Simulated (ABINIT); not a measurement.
## Be3N2 (P6_3/mmc): one start, several treatments of the self-energy

How much does the gap of Be3N2 (P6_3/mmc) depend on the approximation to the self-energy?

Method: LDA and many-body steps on it, plane waves, in ABINIT 10.8.3.

### Step 1. The structure

It takes space group P6_3/mmc (No. 194, hexagonal). Conventional cell: a = 2.842 Å, b = 2.842 Å, c = 9.747 Å, α = 90.00°, β = 90.00°, γ = 120.00°. Nearest to Be lie 4 N at 1.67 to 1.81 Å. Nearest to Be lie 3 N at 1.64 Å. N has 6 Be at 1.81 Å nearest. Nearest to N lie 5 Be at 1.64 to 1.67 Å. Farther neighbours and most contacts between anions are not listed.

As a file:

```cif
data_structure
_symmetry_space_group_name_H-M 'P6_3/mmc'
_symmetry_Int_Tables_number 194
_cell_length_a 2.8417
_cell_length_b 2.8417
_cell_length_c 9.7468
_cell_angle_alpha 90.000
_cell_angle_beta 90.000
_cell_angle_gamma 120.000
_cell_volume 68.16
loop_
_atom_site_label
_atom_site_type_symbol
_atom_site_symmetry_multiplicity
_atom_site_Wyckoff_symbol
_atom_site_fract_x
_atom_site_fract_y
_atom_site_fract_z
_atom_site_occupancy
Be1 Be 4 f 0.33333 0.66667 0.07849 1
Be2 Be 2 b 0.00000 0.00000 0.25000 1
N1 N 2 a 0.00000 0.00000 0.00000 1
N2 N 2 c 0.33333 0.66667 0.25000 1
```

The cell and positions are those that the Materials Project relaxed with its own functionals (PBE, PBE+U or r2SCAN), kept fixed.

### Step 2. Empty states on the mesh, 3×3×1 mesh, 126 bands

This step: ABINIT 10.8.3; DFT, LDA, plane waves, norm-conserving pseudopotentials.

The sums over transitions need many empty states on a uniform mesh; this step solves for them.

run.abi reads:

```
acell 3*1.0 Angstrom
rprim 
  2.841679226310 0.000000000023 0.000000000000
  -1.420839613175 2.460966399380 0.000000000000
  0.000000000000 0.000000000000 9.746841010000
ntypat 2
znucl 4 7
natom 10
typat 1 1 1 1 1 1 2 2 2 2
xred 
  0.333333333333 0.666666666667 0.078485970000
  0.666666666667 0.333333333333 0.578485970000
  0.666666666667 0.333333333333 0.921514030000
  0.333333333333 0.666666666667 0.421514030000
  0.000000000000 0.000000000000 0.250000000000
  0.000000000000 0.000000000000 0.750000000000
  0.000000000000 0.000000000000 0.000000000000
  0.000000000000 0.000000000000 0.500000000000
  0.333333333333 0.666666666667 0.250000000000
  0.666666666667 0.333333333333 0.750000000000
pp_dirpath "pseudos"
pseudos "Be.upf, N.upf"
ecut 38
ngkpt 3 3 1
nshiftk 1
shiftk 0 0 0
kptopt 1
chksymbreak 0
iscf -2
irdden 1
istwfk *1
nband 126
nbdbuf 10
tolwfr 1e-09
nstep 60
prtvol 0
indata_prefix "in"
outdata_prefix "out"
tmpdata_prefix "tmp"
```

On the command line:

```console
OMP_NUM_THREADS=1 mpirun -n 4 abinit run.abi > log
```

Numbers of over 12 decimals in the logs are rounded to 6 here.

The log of the run:

```text
.Version 10.8.3 of ABINIT. v10.8.2 released Aug 2026.

 Symmetries : space group P6_3/m m c (#194); Bravais hP (primitive hexag.)
[... echo of the input left out ...]
== DATASET  1 ==================================================================
-   mpi_nproc: 4, omp_nthreads: 1 (-1 if OMP is not activated)
-    --> not optimal distribution: autoparal keyword recommended in input file <--

--- !DatasetInfo
iteration_state: {dtset: 1, }
dimensions: {natom: 10, nkpt: 3, mband: 126, nsppol: 1, nspinor: 1, nspden: 1, mpw: 5169, }
cutoff_energies: {ecut:  38.0, pawecutdg:  -1.0, }
[...]
2.41608    2.41608    2.44765    2.45539    2.48375    2.48375    2.49248    2.51900
   2.51900    2.52497    2.52497    2.53373    2.53449    2.56903    2.59103    2.62357
   2.62360    2.63181    2.63456    2.63541    2.65639    2.66825
 prteigrs : prtvol=0 or 1, do not print more k-points.

== END DATASET(S) ==============================================================
================================================================================

 -outvars: echo values of variables after computation  --------
            nband         126
             nkpt           3
          spgroup         194
 [... the other variables as echoed above ...]

 Calculation completed.
```

Run time: 18 s. Hardware: 4 MPI ranks of Arm Neoverse V2, shared host; peak memory 0.33 GiB; 72 s of CPU time.

This step gave:

```yaml
gap: 4.608 eV
k_of_the_valence_top: 0, 0, 0
k_of_the_conduction_bottom: 0.3333, 0, 0
least_direct_gap: 5.687 eV
k_points_computed: 3
lowest_point_of_the_top_converged_band_above_the_valence_top: 60.3706 eV
```

On this mesh the gap is 4.608 eV.

The density comes from a self-consistent run that is not shown.

### Step 3. Screening, 3×3×1 mesh, 116 bands, screening to 152.4 eV

The RPA dielectric matrix is built and inverted for each q.

This step: RPA screening on LDA, plane waves, norm-conserving pseudopotentials.

run.abi: that of step 2 with these lines changed.

```diff
@@ -28,10 +28,11 @@
 chksymbreak 0
-iscf -2
-irdden 1
 istwfk *1
-nband 126
-nbdbuf 10
-tolwfr 1e-09
-nstep 60
-prtvol 0
+occopt 1
+irdwfk 1
+optdriver 3
+nband 116
+ecuteps 5.6
+inclvkb 2
+awtr 1
+symchi 1
 indata_prefix "in"
```

The log of the run:

```text
.Version 10.8.3 of ABINIT. v10.8.2 released Aug 2026.

 Symmetries : space group P6_3/m m c (#194); Bravais hP (primitive hexag.)
[... echo of the input left out ...]
== DATASET  1 ==================================================================
-   mpi_nproc: 4, omp_nthreads: 1 (-1 if OMP is not activated)

--- !DatasetInfo
iteration_state: {dtset: 1, }
dimensions: {natom: 10, nkpt: 3, mband: 116, nsppol: 1, nspinor: 1, nspden: 1, mpw: 5169, }
cutoff_energies: {ecut:  38.0, pawecutdg:  -1.0, }
electrons: {nelect:   4.40000000E+01, charge:   0.00000000E+00, occopt:   1.00000000E+00, tsmear:   1.00000000E-02, }

 SCREENING: Calculation of the susceptibility and dielectric matrices

 Based on a program developped by R.W. Godby, V. Olevano, G. Onida, and L. Reining.
 Incorporated in ABINIT by V. Olevano, G.-M. Rignanese, and M. Torrent.
.Using double precision arithmetic ; gwpc =  8

[... cell and pseudopotentials left out ...]
--------------------------------------------------------------------------------

 ==== K-mesh for the wavefunctions ====
 Number of points in the irreducible wedge :     3
[... list of points left out ...]
 Together with 24 symmetry operations and time-reversal symmetry
 yields     9 points in the full Brillouin Zone.

 ==== Q-mesh for the screening function ====
 Number of points in the irreducible wedge :     3
[... list of points left out ...]
 Together with 24 symmetry operations and time-reversal symmetry
 yields     9 points in the full Brillouin Zone.

 setmesh: FFT mesh size selected  =    18x   18x   72
          total number of points  =        23328

 vcoul_init : cutoff-mode = AUXILIARY_FUNCTION
 q-points for optical limit:   1
     1)      0.000010    0.000020    0.000030

- screening: taking advantage of time-reversal symmetry
- Maximum band index for partially occupied states nbvw = 22
- Remaining bands to be divided among processors   nbcw = 94
- Number of bands treated by each node ~23

 Number of electrons calculated from density =   44.0000; Expected =   44.0000
 average of density, n =  0.095656
 r_s =    1.3564
 omega_plasma =   29.8340 [eV]

 calculating chi0 at frequencies [eV] :
  1    0.000000E+00    0.000000E+00
  2    0.000000E+00    2.983399E+01

--------------------------------------------------------------------------------
  q-point number  1        q = ( 0.000000, 0.000000, 0.000000) [r.l.u.]
--------------------------------------------------------------------------------
[... chi0 elements left out ...]
 For q-point:  0.000010 0.000020 0.000030
  dielectric constant =   5.0550
  dielectric constant without local fields =   5.4853

  Average fulfillment of the sum rule on Im[epsilon] for q-point    1 :     69.20  [%]
[... wings left out ...]
  q-point number  2        q = ( 0.333333, 0.000000, 0.000000) [r.l.u.]
--------------------------------------------------------------------------------
[... chi0 elements left out ...]
  Average fulfillment of the sum rule on Im[epsilon] for q-point    2 :     66.50  [%]

 [... 1 further q-points ...]
```

Elapsed: 9.7 s, on 4 MPI ranks; peak memory 0.64 GiB; 39 s of CPU time.

Numbers from this step:

```yaml
eps_infinity_with_local_fields_on_this_mesh_along_the_program_s_q_direction: 5.055
the_same_without_local_fields: 5.485
plasma_frequency: 29.83 eV
plane_waves_in_the_screening_matrix: 277
```

Local fields lower ε∞ by 8 %. On a Γ-centred mesh this coarse the value itself is usually too large, while a short band sum pulls it down.

### Step 4. G0W0, Godby-Needs plasmon pole

The self-energy is evaluated for the states that the input lists, and the levels follow from it, in one-shot runs by the linearised quasiparticle equation.

This step: G0W0 on LDA, plane waves, norm-conserving pseudopotentials.

run.abi: that of step 3 with these lines changed.

```diff
@@ -31,8 +31,17 @@
 irdwfk 1
-optdriver 3
+optdriver 4
 nband 116
+gwcalctyp 0
+ecutsigx 38
+symsigma 1
+nkptgw 2
+kptgw 
+  0.0000000000 0.0000000000 0.0000000000
+  0.3333333333 0.0000000000 0.0000000000
+bdgw 
+  21 24
+  21 24
 ecuteps 5.6
-inclvkb 2
-awtr 1
-symchi 1
+irdscr 1
+ppmodel 1
 indata_prefix "in"
```

The log of the run:

```text
.Version 10.8.3 of ABINIT. v10.8.2 released Aug 2026.

 Symmetries : space group P6_3/m m c (#194); Bravais hP (primitive hexag.)
[... echo of the input left out ...]
== DATASET  1 ==================================================================
-   mpi_nproc: 4, omp_nthreads: 1 (-1 if OMP is not activated)

--- !DatasetInfo
iteration_state: {dtset: 1, }
dimensions: {natom: 10, nkpt: 3, mband: 116, nsppol: 1, nspinor: 1, nspden: 1, mpw: 5169, }
cutoff_energies: {ecut:  38.0, pawecutdg:  -1.0, }
electrons: {nelect:   4.40000000E+01, charge:   0.00000000E+00, occopt:   1.00000000E+00, tsmear:   1.00000000E-02, }

 SIGMA: Calculation of the GW corrections

 Based on a program developped by R.W. Godby, V. Olevano, G. Onida, and L. Reining.
 Incorporated in ABINIT by V. Olevano, G.-M. Rignanese, and M. Torrent.
.Using double precision arithmetic ; gwpc =  8

[... cell and pseudopotentials left out ...]
--------------------------------------------------------------------------------

 ==== K-mesh for the wavefunctions ====
 Number of points in the irreducible wedge :     3
[... list of points left out ...]
 Together with 24 symmetry operations and time-reversal symmetry
 yields     9 points in the full Brillouin Zone.

 ==== Q-mesh for screening function ====
 Number of points in the irreducible wedge :     3
[... list of points left out ...]
 Together with 24 symmetry operations and time-reversal symmetry
 yields     9 points in the full Brillouin Zone.

 vcoul_init : cutoff-mode = AUXILIARY_FUNCTION
 q-points for optical limit:   1
     1)      0.000010    0.000020    0.000030
 setmesh: FFT mesh size selected  =    25x   25x  108
          total number of points  =        67500

 Number of electrons calculated from density =   44.0000; Expected =   44.0000
 average of density, n =  0.095656
 r_s =    1.3564
 omega_plasma =   29.8340 [eV]

 === KS Band Gaps ===
  >>>> For spin  1
   Minimum direct gap =   5.6865 [eV], located at k-point      :   0.3333  0.0000  0.0000
   Fundamental gap    =   4.6081 [eV], Top of valence bands at :   0.0000  0.0000  0.0000
                                       Bottom of conduction at :   0.3333  0.0000  0.0000
 SIGMA fundamental parameters:
 PLASMON POLE MODEL  1
 number of plane-waves for SigmaX                 5169
 number of plane-waves for SigmaC and W            277
 number of plane-waves for wavefunctions          5169
 number of bands                                   116
 number of independent spin polarizations            1
 number of spinorial components                      1
 number of k-points in IBZ                           3
 number of q-points in IBZ                           3
 number of symmetry operations                      24
 number of k-points in BZ                            9
 number of q-points in BZ                            9
 number of frequencies for dSigma/dE                 9
 frequency step for dSigma/dE [eV]                0.25
 number of omega for Sigma on real axis              0
 max omega for Sigma on real axis  [eV]           0.00
 zcut for avoiding poles [eV]                     0.10

 EPSILON^-1 parameters (SCR file):
 dimension of the eps^-1 matrix on file            277
 dimension of the eps^-1 matrix used               277
 number of plane-waves for wavefunctions          5169
 number of bands                                   116
 number of q-points in IBZ                           3
 number of frequencies                               2
 number of real frequencies                          1
 number of imag frequencies                          1

 matrix elements of self-energy operator (all in [eV])

 Perturbative Calculation

--- !SelfEnergy_ee
iteration_state: {dtset: 1, }
kpoint     : [   0.000,    0.000,    0.000, ]
spin       : 1
KS_gap     :    6.249
QP_gap     :    7.841
Delta_QP_KS:    1.591
data: !SigmaeeData |
     Band     E0 <VxcDFT>   SigX SigC(E0)      Z dSigC/dE  Sig(E)    E-E0       E
       21   5.898 -17.644 -21.926   3.720   0.806  -0.240 -18.097  -0.453   5.445
       22   5.898 -17.644 -21.926   3.720   0.806  -0.240 -18.097  -0.453   5.445
       23  12.147 -13.850  -7.994  -4.470   0.821  -0.217 -12.712   1.138  13.286
       24  13.083 -14.241  -7.750  -4.803   0.818  -0.223 -12.861   1.380  14.462

--- !SelfEnergy_ee
iteration_state: {dtset: 1, }
kpoint     : [   0.333,    0.000,    0.000, ]
spin       : 1
KS_gap     :    5.686
QP_gap     :    7.397
Delta_QP_KS:    1.710
data: !SigmaeeData |
     Band     E0 <VxcDFT>   SigX SigC(E0)      Z dSigC/dE  Sig(E)    E-E0       E
       21   4.571 -16.549 -20.602   3.466   0.806  -0.241 -17.022  -0.474   4.098
       22   4.820 -17.033 -21.525   3.811   0.805  -0.242 -17.581  -0.548   4.272
       23  10.506 -12.122  -6.619  -4.114   0.837  -0.195 -10.959   1.162  11.669
       24  11.848 -12.247  -6.507  -4.271   0.836  -0.197 -11.020   1.227  13.075

== END DATASET(S) ==============================================================
================================================================================

 -outvars: echo values of variables after computation  --------
           etotal      0.0000000000E+00
            nband         116
             nkpt           3
          spgroup         194
 [... the other variables as echoed above ...]

 Calculation completed.
```

Elapsed: 5.7 s, on 4 MPI ranks; peak memory 0.56 GiB; 22 s of CPU time.

Numbers from this step:

```yaml
g0w0_gap_on_the_points_computed: 6.224 eV
starting_gap_on_the_mesh: 4.608 eV
k_of_the_valence_top: 0, 0, 0
k_of_the_conduction_bottom: 0.3333, 0, 0
z_at_the_valence_top: 0.806
z_at_the_conduction_bottom: 0.837
least_direct_g0w0_gap_on_the_computed_points: 7.397 eV
```

The gap on the mesh goes from 4.61 eV to 6.22 eV, a correction of +1.62 eV.

### Step 5. G0W0, Hybertsen-Louie plasmon pole

run.abi: that of step 4 with these lines changed.

```diff
@@ -45,3 +45,3 @@
 irdscr 1
-ppmodel 1
+ppmodel 2
 indata_prefix "in"
```

The log of the run:

```text
.Version 10.8.3 of ABINIT. v10.8.2 released Aug 2026.

 Symmetries : space group P6_3/m m c (#194); Bravais hP (primitive hexag.)
[... echo of the input left out ...]
== DATASET  1 ==================================================================
-   mpi_nproc: 4, omp_nthreads: 1 (-1 if OMP is not activated)

--- !DatasetInfo
iteration_state: {dtset: 1, }
dimensions: {natom: 10, nkpt: 3, mband: 116, nsppol: 1, nspinor: 1, nspden: 1, mpw: 5169, }
cutoff_energies: {ecut:  38.0, pawecutdg:  -1.0, }
electrons: {nelect:   4.40000000E+01, charge:   0.00000000E+00, occopt:   1.00000000E+00, tsmear:   1.00000000E-02, }

 SIGMA: Calculation of the GW corrections

 Based on a program developped by R.W. Godby, V. Olevano, G. Onida, and L. Reining.
 Incorporated in ABINIT by V. Olevano, G.-M. Rignanese, and M. Torrent.
.Using double precision arithmetic ; gwpc =  8

[... cell and pseudopotentials left out ...]
--------------------------------------------------------------------------------

 ==== K-mesh for the wavefunctions ====
 Number of points in the irreducible wedge :     3
[... list of points left out ...]
 Together with 24 symmetry operations and time-reversal symmetry
 yields     9 points in the full Brillouin Zone.

 ==== Q-mesh for screening function ====
 Number of points in the irreducible wedge :     3
[... list of points left out ...]
 Together with 24 symmetry operations and time-reversal symmetry
 yields     9 points in the full Brillouin Zone.

 vcoul_init : cutoff-mode = AUXILIARY_FUNCTION
 q-points for optical limit:   1
     1)      0.000010    0.000020    0.000030
 setmesh: FFT mesh size selected  =    25x   25x  108
          total number of points  =        67500

 Number of electrons calculated from density =   44.0000; Expected =   44.0000
[...]
number of omega for Sigma on real axis              0
 max omega for Sigma on real axis  [eV]           0.00
 zcut for avoiding poles [eV]                     0.10

 EPSILON^-1 parameters (SCR file):
 dimension of the eps^-1 matrix on file            277
 dimension of the eps^-1 matrix used               277
 number of plane-waves for wavefunctions          5169
 number of bands                                   116
 number of q-points in IBZ                           3
 number of frequencies                               2
 number of real frequencies                          1
 number of imag frequencies                          1

 matrix elements of self-energy operator (all in [eV])

 Perturbative Calculation

--- !SelfEnergy_ee
iteration_state: {dtset: 1, }
kpoint     : [   0.000,    0.000,    0.000, ]
spin       : 1
KS_gap     :    6.249
QP_gap     :    7.948
Delta_QP_KS:    1.699
data: !SigmaeeData |
     Band     E0 <VxcDFT>   SigX SigC(E0)      Z dSigC/dE  Sig(E)    E-E0       E
       21   5.898 -17.644 -21.926   3.470   0.850  -0.176 -18.335  -0.691   5.207
       22   5.898 -17.644 -21.926   3.470   0.850  -0.176 -18.335  -0.691   5.207
       23  12.147 -13.850  -7.994  -4.685   0.861  -0.162 -12.842   1.008  13.155
[...]
--- !SelfEnergy_ee
iteration_state: {dtset: 1, }
kpoint     : [   0.333,    0.000,    0.000, ]
spin       : 1
KS_gap     :    5.686
QP_gap     :    7.514
Delta_QP_KS:    1.827
data: !SigmaeeData |
     Band     E0 <VxcDFT>   SigX SigC(E0)      Z dSigC/dE  Sig(E)    E-E0       E
[...]
23  10.506 -12.122  -6.619  -4.345   0.871  -0.149 -11.113   1.008  11.515
       24  11.848 -12.247  -6.507  -4.463   0.870  -0.149 -11.136   1.110  12.959

== END DATASET(S) ==============================================================
================================================================================

 -outvars: echo values of variables after computation  --------
           etotal      0.0000000000E+00
            nband         116
             nkpt           3
          spgroup         194
 [... the other variables as echoed above ...]

 Calculation completed.
```

Run time: 5.5 s. Hardware: 4 MPI ranks; peak memory 0.55 GiB; 22 s of CPU time.

Numbers from this step:

```yaml
g0w0_gap_on_the_points_computed: 6.308 eV
starting_gap_on_the_mesh: 4.608 eV
k_of_the_valence_top: 0, 0, 0
k_of_the_conduction_bottom: 0.3333, 0, 0
z_at_the_valence_top: 0.85
z_at_the_conduction_bottom: 0.871
least_direct_g0w0_gap_on_the_computed_points: 7.514 eV
```

Against G0W0 in ABINIT (3×3×1 mesh, 116 bands, screening to 152.4 eV, Godby-Needs plasmon pole), the gap moves by +0.084 eV.

### Step 6. G0W0, von der Linden-Horsch plasmon pole

run.abi: that of step 5 with these lines changed.

```diff
@@ -45,3 +45,3 @@
 irdscr 1
-ppmodel 2
+ppmodel 3
 indata_prefix "in"
```

The log of the run:

```text
.Version 10.8.3 of ABINIT. v10.8.2 released Aug 2026.

 Symmetries : space group P6_3/m m c (#194); Bravais hP (primitive hexag.)
[... echo of the input left out ...]
== DATASET  1 ==================================================================
-   mpi_nproc: 4, omp_nthreads: 1 (-1 if OMP is not activated)

--- !DatasetInfo
iteration_state: {dtset: 1, }
dimensions: {natom: 10, nkpt: 3, mband: 116, nsppol: 1, nspinor: 1, nspden: 1, mpw: 5169, }
cutoff_energies: {ecut:  38.0, pawecutdg:  -1.0, }
[...]
Band     E0 <VxcDFT>   SigX SigC(E0)      Z dSigC/dE  Sig(E)    E-E0       E
[...]
23  10.506 -12.122  -6.619  -4.405   0.875  -0.143 -11.161   0.961  11.467
       24  11.848 -12.247  -6.507  -4.541   0.874  -0.144 -11.199   1.047  12.896

== END DATASET(S) ==============================================================
================================================================================

 -outvars: echo values of variables after computation  --------
           etotal      0.0000000000E+00
            nband         116
             nkpt           3
          spgroup         194
 [... the other variables as echoed above ...]

 Calculation completed.
```

The job ended after 3.8 s (4 MPI ranks; peak memory 0.54 GiB).

This step gave:

```
G0W0 gap on the points computed              : 6.201 eV
starting gap on the mesh                     : 4.608 eV
k of the valence top                         : 0, 0, 0
k of the conduction bottom                   : 0.3333, 0, 0
least direct G0W0 gap on the computed points : 7.421 eV
```

Against G0W0 in ABINIT (3×3×1 mesh, 116 bands, screening to 152.4 eV, Godby-Needs plasmon pole), the gap moves by −0.023 eV.

(Continued in part 2 of 2.)

[Paths, hosts, dates, memory and timing lines, banners, echoed tables and standing remarks are left out of the program output.]

[Logs are printed without paths, hosts, clocks, repeated set-up lines and the standing remarks that a program may print on its own settings, such as how far it seeks lower states.]

[Runs of the session that timed out or met a known fault of the program may be left out.]

[Hosts, paths, dates, database ids (printed as entryN), source tags and the programs' standing remarks are cut or masked in the printed files.]

[G0W0 gaps are taken among the corrected bands and points alone; a level outside them can change the order at an edge.]

[Where Ansatz stands beside ABINIT at settings called matched, ABINIT's density can come from a denser mesh and the files from another edition; pairs whose starting gaps differed by over 0.03 eV were left out, so agreement reads better than it is.]
